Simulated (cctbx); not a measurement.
## Interatomic vectors of Li2ScBr4

Space group Imm2 (no. 44), a = 8.7530 Å, b = 8.7870 Å, c = 9.2430 Å, α = 90.00°, β = 90.00°, γ = 90.00°, content Br16 Sc4 Li8.

Simulated single-crystal data (cctbx): Cu Kα, λ = 1.54184 Å, to d = 0.83 Å, 50 % of the full sphere, strongest reflection 70000 counts, noise from counting, a 1.5 % proportional error and a noise floor of 15 counts (s.d.); no absorption.

Patterson synthesis from sharpened amplitudes, origin scaled to 1000:

```text
Patterson group I m m m
      u       v       w   height  length (A)
  0.000   0.000   0.000   1000.0     0.00
  0.101   0.500   0.500    222.0     6.44
  0.198   0.301   0.247    218.0     3.90
  0.000   0.401   0.000    210.7     3.52
  0.199   0.198   0.320    205.6     3.85
  0.000   0.500   0.433    205.0     5.94
  0.000   0.500   0.070    204.2     4.44
  0.000   0.105   0.431    116.7     4.09
  0.107   0.000   0.427    113.2     4.06
  0.000   0.201   0.347    106.5     3.66
  0.202   0.000   0.340    106.0     3.60
  0.199   0.500   0.403     96.7     6.02
  0.000   0.301   0.090     79.1     2.77
  0.063   0.099   0.063     49.7     1.19
```

Q: Assign the vectors.

A peak at u stands for all pairs with xi − xj = u, with weight Σ ZiZj against Σ Z² = 21436 at the origin. Peak heights follow these weights only roughly, since form factors, motion and series ripples differ, all vectors within 0.55 Å of a peak are counted as merged into it though the farther ones add only part of their weight, and F(000) is left out, which lowers the whole map:

| u | v | w | shortest length (Å) | height | 1000 ΣZiZj/ΣZ² | pairs in the cell |
| --- | --- | --- | --- | --- | --- | --- |
| 0.101 | 0.500 | 0.500 | 3.49 | 222 | 229 | 4 × Br–Br |
| 0.198 | 0.301 | 0.247 | 3.90 | 218 | 229 | 4 × Br–Br, 2 × Li–Li |
| 0.000 | 0.401 | 0.000 | 3.52 | 211 | 229 | 4 × Br–Br |
| 0.199 | 0.198 | 0.320 | 3.85 | 206 | 229 | 4 × Br–Br |
| 0.000 | 0.500 | 0.433 | 4.42 | 205 | 229 | 4 × Br–Br |
| 0.000 | 0.500 | 0.070 | 4.44 | 204 | 229 | 4 × Br–Br |
| 0.000 | 0.105 | 0.431 | 4.09 | 117 | 114 | 2 × Br–Br |
| 0.107 | 0.000 | 0.427 | 4.06 | 113 | 114 | 2 × Br–Br |
| 0.000 | 0.201 | 0.347 | 3.66 | 106 | 143 | 4 × Br–Sc, 2 × Sc–Li |
| 0.202 | 0.000 | 0.340 | 3.61 | 106 | 143 | 4 × Br–Sc, 2 × Sc–Li |

The table stops at ten peaks or at a height of 45, below which ripples compete. In the model behind the data Br, the heaviest element, has 4 independent sites: (0, 0.7096, 0.2202), (0, 0.1938, 0.7835), (0.6932, 0, 0.0339) and (0.2945, 1/2, 0.9631), up to an allowed shift of origin; the Br–Br vectors are differences of these positions and their symmetry mates. The whole model:

```
atom  mult.       x       y       z  Ueq (Å²)
 Br1      4       0  0.7096  0.2202    0.0020
 Br2      4       0  0.1938  0.7835    0.0033
 Br3      4  0.6932       0  0.0339    0.0032
 Br4      4  0.2945     1/2  0.9631    0.0022
 Sc1      2       0       0  0.1112    0.0055
 Sc2      2     1/2       0  0.3430    0.0032
 Li1      4     1/2  0.2672  0.9943    0.0055
 Li2      4  0.2433     1/2  0.2476    0.0064
```

The model is made up (kin elements in a known structure type, no relaxation), so it says nothing on whether the phase exists.

[Logs are printed without paths, hosts, clocks, repeated set-up lines and the standing remarks that a program may print on its own settings, such as how far it seeks lower states.]
